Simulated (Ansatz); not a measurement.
## Optical response of TaCuP2 (model structure)

What colour and refractive index does TaCuP2 (model structure) have at this level of theory? The structure is a model built here, which may or may not match a known phase. It was built so: All N replaced by P in the R-3m structure of TaCuN2.

Calculated with Ansatz 0.2.0; DFT, PBE, plane-wave PAW, default files, scalar-relativistic, independent-particle optical response without local fields.

## Step 1: Set-up

It takes space group R-3m (No. 166, trigonal). The conventional cell has a = 3.594 Å, b = 3.594 Å, c = 19.983 Å, α = 90.00°, β = 90.00°, γ = 120.00°. Ta has 6 P at 2.28 Å nearest. Nearest to Cu lie 2 P at 2.38 Å. P has 3 Ta at 2.28 Å and 1 Cu at 2.38 Å nearest. All N replaced by P in the R-3m structure of TaCuN2. Farther neighbours are not listed.

## Step 2: Relaxation

The structure was built or cut out here, so it is relaxed before any spectrum is computed.

This step: DFT, PBE, plane-wave PAW, default files, scalar-relativistic, relaxation (Ansatz 0.2.0).

Contents of input.yaml:

```yaml
crystal:
  lattice:
    - [1.79684324, 1.03740793, 6.6610018]
    - [-1.79684324, 1.03740793, 6.6610018]
    - [0.0, -2.07481586, 6.6610018]
  atoms:
    - { symbol: Ta, position: [0.5, 0.5, 0.5] }
    - { symbol: Cu, position: [0.0, 0.0, 0.0] }
    - { symbol: P, position: [0.881, 0.881, 0.881] }
    - { symbol: P, position: [0.119, 0.119, 0.119] }
kpoints:
  mp_grid: { grid: [7, 7, 7] }
scf:
  occupations: { method: fermi_dirac, width: 0.05 }
hamiltonian:
  xc: pbe
  pseudopotentials: { kind: paw }
output:
  forces: true
  stress: true
relax:
  f_tol: 0.02
  max_steps: 50
  cell: {}
```

Run with:

```
> ansatz run input.yaml --threads 4 --pin off --max-ram 8192MiB --backend cpu --events-out ev --progress --plain --runs-dir out
```

Numbers of over 12 decimals in the logs are rounded to 6 here.

What it wrote:

```text
basis.fft_grid_basis auto: the FFT boxes are laid along the combinations [[1, 0, -1], [0, 1, -1], [0, 0, 1]] of the cell's own vectors, 3.594, 3.594 and 6.977 Å long. The dense box has 25×25×48 points. Along the cell's own vectors, as sized, it would have 48×48×48, 3.69 times as many. Of the 12 symmetry operations that the crystal satisfies within crystal.symmetry.tolerance (time reversal apart; of a slab, those that [...]
Engine: ansatz 0.2.0, x86_64-unknown-linux-gnu
Pseudopotentials: kind: paw
Pseudopotential: Ta, paw, valence charge 13, recommended cutoff 420 eV (normal), Ta.paw.azcp
Pseudopotential: Cu, paw, valence charge 19, recommended cutoff 420 eV (normal), Cu.paw.azcp
Pseudopotential: P, paw, valence charge 5, recommended cutoff 420 eV (normal), P.paw.azcp
Functional definition: PBE
  parameter kappa = 0.804
  parameter beta = 0.066725
  exchange = pbe_x(kappa = kappa, mu = beta*pi^2/3)
  correlation = pbe_c(beta = beta)
Crystal: 4 atoms, lattice volume = 74.499 Å³
Basis set: ecut = 420 eV, 1439 PW (Γ), FFT grids on a1−a3, a2−a3, a3, exchange–correlation on 50×50×96 points (8 copies of the dense FFT grid, shifted against one another)
Bands: 26, of which v1, the nominal top of the filled ones, is band 21 counted from 1 (20 counted from 0)
Symmetry: 12 space group operations
Space group: R-3m (ITA 166), of the structure as read, at distance tolerance 4.2e-5 Å
k-points: 44 of 343
Non-local potential: Ta, projectors of the file, l = 0: 3, l = 1: 2, l = 2: 2, l = 3: 1
Non-local potential: Cu, projectors of the file, l = 0: 3, l = 1: 2, l = 2: 3, l = 3: 1
Non-local potential: P, projectors of the file, l = 0: 2, l = 1: 2, l = 2: 2
PAW form: soft (Blöchl's): semilocal exchange-correlation on the pseudo side does not see the compensation charge
PAW one-centre angular grid: Ta, 590 points (default); XC on 64 Gauss nodes
PAW one-centre angular grid: Cu, 590 points (default); XC on 64 Gauss nodes
PAW one-centre angular grid: P, 110 points (default); XC on 64 Gauss nodes
Initial density: superposition of atomic densities (neutral atoms: chi_scale 0, normalization atom), corrected by the library's trained network
Initial wavefunctions: pseudopotential atomic-orbital guess
Functional: x = pbe(κ = 0.804, μ = 0.219515), c = pbe(β = 0.066725)
SCF iter   1: F=—  HF=-18065.617035 eV  |F-HF|=—  |Δ(HF+E_count)|=         —  Δρ=9.08e-3  dr2=2.10e-1  ethr=1.77e-3  ⟨swp⟩=6.7  Hψ=5662  notcnv=0
preconditioner: auto → LDOS  [metal: Δε(μ)=0.038 eV  Ē_g=6.545 eV  σ=0.050 eV  W_gap=0.19  n_scr=22 (ndim 8)  ℏωp=21.9 eV  f_vac=0.013  D(μ)=2.29/eV (n_scr^D=16)  β→1.0]
SCF iter   2: F=—  HF=-18065.602607 eV  |F-HF|=—  |Δ(HF+E_count)|=   1.44e-2  Δρ=7.03e-3  dr2=5.30e-2  ethr=5.00e-4  ⟨swp⟩=2.9  Hψ=2266  notcnv=0
preconditioner: auto → Kerker (q_TF=auto, 2.480 Å⁻¹)  [metal: Δε(μ)=0.033 eV  Ē_g=6.489 eV  σ=0.050 eV  W_gap=0.16  n_scr=22 (ndim 8)  ℏωp=21.9 eV  f_vac=0.010  D(μ)=2.59/eV (n_scr^D=22)  β→0.5]
SCF iter   3: F=—  HF=-18065.591382 eV  |F-HF|=—  |Δ(HF+E_count)|=   1.12e-2  Δρ=4.99e-3  dr2=1.18e-2  ethr=1.26e-4  ⟨swp⟩=2.0  Hψ=1848  notcnv=0
SCF iter   4: F=—  HF=-18065.589190 eV  |F-HF|=—  |Δ(HF+E_count)|=   2.19e-3  Δρ=1.69e-3  dr2=3.13e-3  ethr=2.81e-5  ⟨swp⟩=2.0  Hψ=1682  notcnv=0
SCF iter   5: F=—  HF=-18065.588809 eV  |F-HF|=—  |Δ(HF+E_count)|=   3.81e-4  Δρ=4.88e-4  dr2=3.92e-4  ethr=7.45e-6  ⟨swp⟩=2.4  Hψ=1703  notcnv=0
SCF iter   6: F=—  HF=-18065.588796 eV  |F-HF|=—  |Δ(HF+E_count)|=   1.36e-5  Δρ=1.43e-4  dr2=3.85e-5  ethr=9.33e-7  ⟨swp⟩=2.4  Hψ=1640  notcnv=0
SCF iter   7: F=—  HF=-18065.588809 eV  |F-HF|=—  |Δ(HF+E_count)|=   1.33e-5  Δρ=7.10e-5  dr2=5.83e-6  ethr=9.18e-8  ⟨swp⟩=2.0  Hψ=1641  notcnv=0
SCF iter   8: F=—  HF=-18065.588809 eV  |F-HF|=—  |Δ(HF+E_count)|=   2.58e-7  Δρ=1.25e-5  dr2=1.49e-7  ethr=1.39e-8  ⟨swp⟩=2.0  Hψ=1657  notcnv=0
SCF iter   9: F=-18065.588809 eV  HF=-18065.588809 eV  |F-HF|=1.07e-8  |Δ(HF+E_count)|=   1.24e-7  Δρ=4.62e-6  dr2=1.94e-8  ethr=2.38e-10  ⟨swp⟩=5.0  Hψ=4211  notcnv=0
SCF 1 converged in 9 iterations: F = -18065.588809 eV  dr2 = 1.94e-8
  greatest PAW one-centre occupation: 1.000 electrons in one spin orbital (limit 2), on the Cu atom at site 1 (counted from 0), in its partial waves of l = 0
relax step   1: F+E_penalty+E_count = -18065.58880934 eV  Δ(F+E_penalty+E_count) = +0.000e0 eV  max|allowed force component| = 7.347e0 eV/Å  Δτ_max = 0.0000 Å  P = +30.612 GPa  Ω = 74.499 Å³  (9 SCF iters, dr2 threshold 1.00e-7 eV, accepted)
Crystal: 4 atoms, lattice volume = 80.704 Å³
Basis set: ecut = 420 eV, 1559 PW (Γ), FFT grids on a1−a3, a2−a3, a3, exchange–correlation on 50×50×96 points (8 copies of the dense FFT grid, shifted against one another)
Initial density: handed on by an earlier stage of this run
Initial wavefunctions: those handed on with the density
SCF iter   1: F=—  HF=-18068.696070 eV  |F-HF|=—  |Δ(HF+E_count)|=         —  Δρ=2.50e-2  dr2=1.89e0  ethr=3.10e-3  ⟨swp⟩=7.4  Hψ=5438  notcnv=0
preconditioner: auto → Kerker (q_TF=auto, 2.447 Å⁻¹)  [metal: Δε(μ)=0.063 eV  Ē_g=6.525 eV  σ=0.050 eV  W_gap=0.30  n_scr=22 (ndim 8)  ℏωp=21.1 eV  f_vac=0.008  D(μ)=0.93/eV (n_scr^D=2)]
SCF iter   2: F=—  HF=-18068.451704 eV  |F-HF|=—  |Δ(HF+E_count)|=   2.44e-1  Δρ=1.42e-2  dr2=3.51e-1  ethr=3.10e-3  ⟨swp⟩=2.4  Hψ=1724  notcnv=0
SCF iter   3: F=—  HF=-18068.442361 eV  |F-HF|=—  |Δ(HF+E_count)|=   9.34e-3  Δρ=1.94e-2  dr2=3.09e-1  ethr=8.37e-4  ⟨swp⟩=2.3  Hψ=2259  notcnv=0
SCF iter   4: F=—  HF=-18068.386787 eV  |F-HF|=—  |Δ(HF+E_count)|=   5.56e-2  Δρ=4.48e-3  dr2=2.37e-2  ethr=7.35e-4  ⟨swp⟩=2.1  Hψ=2029  notcnv=0
SCF iter   5: F=—  HF=-18068.382390 eV  |F-HF|=—  |Δ(HF+E_count)|=   4.40e-3  Δρ=1.07e-3  dr2=3.57e-3  ethr=5.65e-5  ⟨swp⟩=2.0  Hψ=1844  notcnv=0
SCF iter   6: F=—  HF=-18068.381856 eV  |F-HF|=—  |Δ(HF+E_count)|=   5.34e-4  Δρ=5.52e-4  dr2=4.54e-4  ethr=8.51e-6  ⟨swp⟩=2.1  Hψ=1560  notcnv=0
SCF iter   7: F=—  HF=-18068.381876 eV  |F-HF|=—  |Δ(HF+E_count)|=   1.99e-5  Δρ=3.15e-4  dr2=2.39e-4  ethr=1.08e-6  ⟨swp⟩=2.0  Hψ=1621  notcnv=0
SCF iter   8: F=—  HF=-18068.381880 eV  |F-HF|=—  |Δ(HF+E_count)|=   4.62e-6  Δρ=1.18e-4  dr2=5.64e-5  ethr=5.69e-7  ⟨swp⟩=1.2  Hψ=1155  notcnv=0
SCF iter   9: F=—  HF=-18068.381874 eV  |F-HF|=—  |Δ(HF+E_count)|=   6.10e-6  Δρ=4.40e-5  dr2=4.19e-6  ethr=1.34e-7  ⟨swp⟩=2.1  Hψ=1353  notcnv=0
SCF iter  10: F=-18068.381874 eV  HF=-18068.381874 eV  |F-HF|=6.53e-8  |Δ(HF+E_count)|=   3.27e-7  Δρ=9.74e-6  dr2=2.06e-7  ethr=9.52e-10  ⟨swp⟩=4.0  Hψ=5129  notcnv=0
SCF 2 converged in 10 iterations: F = -18068.381874 eV  dr2 = 2.06e-7
[...]
relax step   5: F+E_penalty+E_count = -18069.53779736 eV  Δ(F+E_penalty+E_count) = -2.311e-1 eV  max|allowed force component| = 5.046e-1 eV/Å  Δτ_max = 0.0702 Å  P = -4.456 GPa  Ω = 77.746 Å³  energy of the carried Pulay correction = -1.094e-3 eV  (9 SCF iters, dr2 threshold 4.00e-7 eV, accepted)
relax step   6: F+E_penalty+E_count = -18069.70483777 eV  Δ(F+E_penalty+E_count) = -1.670e-1 eV  max|allowed force component| = 3.234e-1 eV/Å  Δτ_max = 0.0343 Å  P = -3.034 GPa  Ω = 72.208 Å³  energy of the carried Pulay correction = +8.012e-4 eV  (9 SCF iters, dr2 threshold 4.00e-7 eV, accepted)
relax step   7: F+E_penalty+E_count = -18069.72248782 eV  Δ(F+E_penalty+E_count) = -1.765e-2 eV  max|allowed force component| = 1.915e-1 eV/Å  Δτ_max = 0.0111 Å  P = +0.778 GPa  Ω = 70.208 Å³  energy of the carried Pulay correction = +1.521e-3 eV  (8 SCF iters, dr2 threshold 4.00e-7 eV, accepted)
relax step   8: F+E_penalty+E_count = -18069.72372283 eV  Δ(F+E_penalty+E_count) = -1.235e-3 eV  max|allowed force component| = 9.954e-2 eV/Å  Δτ_max = 0.0155 Å  P = +0.140 GPa  Ω = 69.571 Å³  energy of the carried Pulay correction = +1.755e-3 eV  (7 SCF iters, dr2 threshold 4.00e-7 eV, accepted)
relax step   9: F+E_penalty+E_count = -18069.72589486 eV  Δ(F+E_penalty+E_count) = -2.172e-3 eV  max|allowed force component| = 4.547e-3 eV/Å  Δτ_max = 0.0071 Å  P = +0.048 GPa  Ω = 70.117 Å³  energy of the carried Pulay correction = +1.555e-3 eV  (8 SCF iters, dr2 threshold 4.00e-7 eV, accepted)
relax step  10: F+E_penalty+E_count = -18069.72589939 eV  Δ(F+E_penalty+E_count) = -4.530e-6 eV  max|allowed force component| = 6.624e-4 eV/Å  Δτ_max = 0.0002 Å  P = -0.002 GPa  Ω = 70.124 Å³  energy of the carried Pulay correction = +1.552e-3 eV  (5 SCF iters, dr2 threshold 3.02e-8 eV, accepted)
relax step  11: F+E_penalty+E_count = -18069.74328333 eV  Δ(F+E_penalty+E_count) = -1.738e-2 eV  max|allowed force component| = 1.516e-3 eV/Å  Δτ_max = 0.0000 Å  P = +0.356 GPa  Ω = 70.124 Å³  stress off target by 1.06e0 GPa  SCF on the basis re-selected at this cell (its energy is not comparable with the rows above)  (9 SCF iters)
relax step  12: F+E_penalty+E_count = -18069.74403702 eV  Δ(F+E_penalty+E_count) = -7.537e-4 eV  max|allowed force component| = 4.037e-3 eV/Å  Δτ_max = 0.0003 Å  P = +0.024 GPa  Ω = 70.137 Å³  energy of the carried Pulay correction = -2.269e-5 eV  (6 SCF iters, dr2 threshold 4.00e-7 eV, accepted)
relax step  13: F+E_penalty+E_count = -18069.74404126 eV  Δ(F+E_penalty+E_count) = -4.241e-6 eV  max|allowed force component| = 3.698e-5 eV/Å  Δτ_max = 0.0002 Å  P = -0.002 GPa  Ω = 70.133 Å³  energy of the carried Pulay correction = -2.300e-5 eV  (6 SCF iters, dr2 threshold 1.22e-8 eV, accepted)
iter 1 solved again at ethr=1.37e-7 eV; its pass at ethr=3.10e-3 eV (dr2=5.75e-5 eV) is discarded
SCF iter   1: F=—  HF=-18069.744061 eV  |F-HF|=—  |Δ(HF+E_count)|=         —  Δρ=2.74e-5  dr2=1.46e-8  ethr=1.37e-7  ⟨swp⟩=3.7  Hψ=8630  notcnv=0
eigensolver tolerance schedule: the retry pair's looser diagonalisation over-reported the residual by 3945.50 of it (diagonalisation noise at 0.21 of the residual, at the tolerance the schedule requests for it); recorded, not acted on — ethr = c·dr2/N_el stays at c = 1.0e-1
SCF iter   2: F=—  HF=-18069.744073 eV  |F-HF|=—  |Δ(HF+E_count)|=   1.23e-5  Δρ=1.40e-5  dr2=4.65e-9  ethr=3.47e-11  ⟨swp⟩=3.2  Hψ=2423  notcnv=0
SCF iter   3: F=—  HF=-18069.744074 eV  |F-HF|=—  |Δ(HF+E_count)|=   9.43e-7  Δρ=8.13e-7  dr2=1.44e-10  ethr=1.11e-11  ⟨swp⟩=2.0  Hψ=1717  notcnv=0
SCF iter   4: F=—  HF=-18069.744074 eV  |F-HF|=—  |Δ(HF+E_count)|=   1.67e-9  Δρ=2.86e-7  dr2=8.38e-11  ethr=1.00e-12  ⟨swp⟩=2.0  Hψ=1459  notcnv=0
iter 5 did not close the SCF: its close was put off for the readings that it lacked (scf_convergence_deferred on its scf_iter line)
SCF iter   5: F=-18069.744074 eV  HF=-18069.744074 eV  |F-HF|=1.82e-11  |Δ(HF+E_count)|=  7.28e-12  Δρ=1.13e-7  dr2=3.09e-11  ethr=1.00e-12  ⟨swp⟩=1.0  Hψ=1145  notcnv=0
iter 6 did not close the SCF: its close was put off for the readings that it lacked (scf_convergence_deferred on its scf_iter line)
SCF iter   6: F=-18069.744074 eV  HF=-18069.744074 eV  |F-HF|=0.00e0  |Δ(HF+E_count)|=  3.64e-12  Δρ=4.13e-8  dr2=4.21e-12  ethr=1.00e-12  ⟨swp⟩=1.0  Hψ=1145  notcnv=0
iter 7 did not close the SCF: its close was put off for the readings that it lacked (scf_convergence_deferred on its scf_iter line)
SCF iter   7: F=-18069.744074 eV  HF=-18069.744074 eV  |F-HF|=7.28e-12  |Δ(HF+E_count)|=    0.00e0  Δρ=2.92e-8  dr2=1.12e-12  ethr=1.00e-12  ⟨swp⟩=1.0  Hψ=1146  notcnv=0
iter 8 did not close the SCF: its close was put off for the readings that it lacked (scf_convergence_deferred on its scf_iter line)
SCF iter   8: F=-18069.744074 eV  HF=-18069.744074 eV  |F-HF|=7.28e-12  |Δ(HF+E_count)|=  1.09e-11  Δρ=7.76e-9  dr2=4.47e-14  ethr=1.00e-12  ⟨swp⟩=1.0  Hψ=1146  notcnv=0
SCF iter   9: F=-18069.744074 eV  HF=-18069.744074 eV  |F-HF|=3.64e-12  |Δ(HF+E_count)|=  1.09e-11  Δρ=3.44e-9  dr2=7.85e-15  ethr=1.00e-12  ⟨swp⟩=1.6  Hψ=2537  notcnv=0
SCF 14 converged in 9 iterations: F = -18069.744074 eV  dr2 = 7.85e-15
relax step  14: F+E_penalty+E_count = -18069.74407423 eV  Δ(F+E_penalty+E_count) = -3.297e-5 eV  max|allowed force component| = 1.099e-5 eV/Å  Δτ_max = 0.0000 Å  P = -0.001 GPa  Ω = 70.133 Å³  stress off target by 2.04e-3 GPa  SCF on the basis re-selected at this cell (its energy is not comparable with the rows above)  (9 SCF iters)
basis re-selected at this cell: Δ(F+E_penalty+E_count) = -3.297e-5 eV, ΔP = +0.000 GPa vs the last step (what re-selecting the basis moved, of the pressure what is left beyond the Pulay correction that the steps carried, after the strain that the cell walked since its last selection, with what the two solves' SCF thresholds leave and, on support functions, any second-order correction that the steps lacked; it is no m [...]
SCF converged after 9 iterations
Free energy (F): -18069.744074 eV
Harris-Foulkes:  -18069.744074 eV  (|F-HF|=3.64e-12)
Internal energy: -18069.737466 eV  (E = F + TS)
E sigma→0 (E₀):  -18069.740770 eV
Entropy (-TS):   -0.006609 eV (-1.652 meV/atom)
Fermi energy:    11.402378 eV
--- Per-component energies (eV) ---
  E_band       = -611.730566
  E_kinetic    = 807.767106
  E_local      = -6550.320129  (includes V_loc(G=0)·N_el)
  E_nonlocal   = 475.006028
  E_hartree    = 2841.177035
  E_xc         = -430.472829
  E_vxc        = -440.401980  (∫ρ·V_xc dr)
  E_paw        = -11201.562606  (= ΣΔE_a)
  E_vpaw       = -586.136095  (= ΣTr[D̂ρ^β])
  E_aug_tail   = 0.000430  (compensation charges beyond the density's cutoff)
  E_ewald      = -4011.332501
  E_smearing   = -0.006609  (= −TS)
  E_closure    = 0.000000  (closes the sum)
  Σ components = -18069.744074   (vs F -18069.744074, Δ=0.00e0)
--- Forces (eV/Å), atoms counted from 1 ---
  atom   1  Ta     0.00000000     0.00000000    -0.00000000
  atom   2  Cu    -0.00000000    -0.00000000    -0.00000000
  atom   3  P     -0.00000000    -0.00000000     0.00001099
  atom   4  P      0.00000000     0.00000000    -0.00001099
  max |Σ_I F_I| component: 9.25e-18 eV/Å
--- Stress (GPa, compression-positive) ---
       -0.002045       0.000000       0.000000
        0.000000      -0.002045      -0.000000
        0.000000      -0.000000      -0.000271
  P = ⅓ Tr σ = -0.0015 GPa (-0.015 kbar)
--- Relaxed structure (12 steps of the walk, 12 accepted, 2 SCFs on fresh bases) ---
  F+E_penalty+E_count = -18069.74407423 eV   max|allowed force component| = 1.099e-5 eV/Å   (the final SCF, on the basis selected at the relaxed cell)
  cell:  # Å, volume = 70.1330 Å³
    - [1.607793, 0.928260, 7.831981]
    - [-1.607793, 0.928260, 7.831981]
    - [6.02733550573648e-17, -1.856520, 7.831981]
  atoms:
    - { symbol: Ta, position: [0.500000, 0.500000, 0.500000] }
    - { symbol: Cu, position: [3.0383478582850256e-19, 3.038347858285031e-19, 3.0383478582850275e-19] }
    - { symbol: P, position: [0.905828, 0.905828, 0.905828] }
    - { symbol: P, position: [0.094172, 0.094172, 0.094172] }
```

Wall time 8.1 s (4 threads of AMD EPYC 9R45, shared host); peak memory 0.51 GiB.

Relaxation path:

| step | energy less that of the first step (eV) | largest force component (eV/Å) | pressure (GPa) | volume (Å³) |
| --- | --- | --- | --- | --- |
| 1 | 0.0000 | 7.3471 | 30.61 | 74.50 |
| 2 | -2.7931 | 3.3359 | 8.21 | 80.70 |
| 3 | -3.6450 | 0.0569 | 0.10 | 80.79 |
| 4 | -3.7179 | 0.0036 | -1.81 | 81.23 |
| 5 | -3.9490 | 0.5046 | -4.46 | 77.75 |
| 6 | -4.1160 | 0.3234 | -3.03 | 72.21 |
| 7 | -4.1337 | 0.1915 | 0.78 | 70.21 |
| 8 | -4.1349 | 0.0995 | 0.14 | 69.57 |
| 9 | -4.1371 | 0.0045 | 0.05 | 70.12 |
| 10 | -4.1371 | 0.0007 | 0.00 | 70.12 |
| 11* | -4.1545 | 0.0015 | 0.36 | 70.12 |
| 12 | -4.1552 | 0.0040 | 0.02 | 70.14 |
| 13 | -4.1552 | 0.0000 | 0.00 | 70.13 |
| 14* | -4.1553 | 0.0000 | 0.00 | 70.13 |

Relaxation steps marked * repeat the geometry before them on a plane-wave basis chosen anew for their cell, so energy and pressure can jump there.

Forces are held to the 12 operations that the run works with; a distortion that breaks them can't arise in this run.

| cell as run | before | after | change |
| --- | --- | --- | --- |
| a (Å) | 6.977 | 8.049 | +15.4 % |
| b (Å) | 6.977 | 8.049 | +15.4 % |
| c (Å) | 6.977 | 8.049 | +15.4 % |
| α (°) | 29.85 | 23.04 | -22.8 % |
| β (°) | 29.85 | 23.04 | -22.8 % |
| γ (°) | 29.85 | 23.04 | -22.8 % |
| volume (Å³/atom) | 18.62 | 17.53 | -5.9 % |

The atoms that moved most (Å, as changes of fractional coordinates times the final cell):

| atom | dx | dy | dz | length |
| --- | --- | --- | --- | --- |
| P4 | 0.000 | 0.000 | -0.583 | 0.583 |
| P3 | 0.000 | 0.000 | 0.583 | 0.583 |

The relaxed structure:

```xyz
4
Lattice="1.6078 0.9283 7.8320 -1.6078 0.9283 7.8320 0.0000 -1.8565 7.8320" Properties=species:S:1:pos:R:3 pbc="T T T"
Ta    0.0000    0.0000   11.7480
Cu    0.0000    0.0000    0.0000
P     0.0000    0.0000   21.2833
P     0.0000    0.0000    2.2127
```

The relaxation ends with a largest force component of 1.1e-5 eV/Å and a pressure of 0.00 GPa.

(Continued in part 2 of 2.)

[Logs are printed without paths, hosts, clocks, repeated set-up lines and the standing remarks that a program may print on its own settings, such as how far it seeks lower states.]

[Hosts, paths, dates, database ids (printed as entryN), source tags and the programs' standing remarks are cut or masked in the printed files.]
